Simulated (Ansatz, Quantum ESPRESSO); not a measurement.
**Equation of state of fluorite HfO2**

How stiff is fluorite HfO2 under hydrostatic load? Each row scales the relaxed cell evenly and relaxes the atoms. The symmetry of the cell is held, so distortions that would lower it, which this phase may prefer, aren't tested. The phase is followed to these pressures whether or not it stays the stable one.

Calculated with Ansatz 0.2.0, r2SCAN, PAW files of the set soft_1, cutoff 600 eV, Fermi–Dirac smearing 0.02 eV, k-mesh 9×9×9, no spin polarisation, no spin-orbit coupling.

Reference cell, relaxed at zero pressure with r2SCAN (Fm-3m): a = 3.5770 Å, b = 3.5770 Å, c = 3.5770 Å, α = 60.00°, β = 60.00°, γ = 60.00°.

```csv
atom,x,y,z
Hf,0.0000,0.0000,0.0000
O,0.2500,0.2500,0.2500
O,0.7500,0.7500,0.7500
```

```
V (Å³/atom)    V/V0  P (GPa)  E − E0 (meV/atom)
    10.1405  0.9400   19.072               36.5
    10.5720  0.9800    5.710                3.8
    11.0035  1.0200   −5.149                3.5
    11.2193  1.0400   −9.792               13.6
    11.4350  1.0600  −13.978               29.7
```

V0 = 10.7878 Å³ an atom, where the residual pressure P0 is 0.000 GPa. **Question.** Fit the Birch–Murnaghan law and give the pressure and the energy at V = 10.3563 Å³ an atom, a row left out above.

With the Eulerian strain f = ½[(V0/V)^(2/3) − 1] and F = (P − P0)/[3f(1 + 2f)^(5/2)], the third-order law is the line F = B0 + (3/2) B0 (B′ − 4) f.

| f | F (GPa) |
| --- | --- |
| 0.02106 | 272.32 |
| 0.00678 | 271.38 |
| −0.00656 | 270.59 |
| −0.01290 | 270.04 |
| −0.01905 | 269.55 |

A straight line through the 5 rows: the means are −0.002134 for f and 270.78 for F, Σ(Δx)² = 0.001039 and ΣΔxΔy = 0.07068, so the slope is 0.07068/0.001039 = 68.024 and the intercept 270.78 − (68.024)(−0.002134) = 270.92.

Hence B0 = 270.9 GPa and B′ = 4 + (68.0)/(1.5 × 270.9) = 4.17. For the withheld volume f = 0.01379, F = 271.86 GPa and P = 12.04 GPa. The run itself gives 12.04 GPa, so the estimate misses by 0.00 GPa, a rounding's worth.

Integrating the same law gives E − E0 = (9/2) B0 V0 f²[1 + (B′ − 4) f] + P0(V0 − V), with 1 GPa Å³ = 6.2415 meV: 15.7 meV an atom. The run itself gives 15.7 meV, so the estimate misses by 0.0 meV, a rounding's worth.

The same fit over all rows at other levels or in other programs gives B0 = 268 GPa with PBEsol (Quantum ESPRESSO, PseudoDojo), 271 GPa with PBEsol (Quantum ESPRESSO, GBRV) and 289 GPa with LDA (Quantum ESPRESSO, GBRV).

[Logs are printed without paths, hosts, clocks, repeated set-up lines and the standing remarks that a program may print on its own settings, such as how far it seeks lower states.]
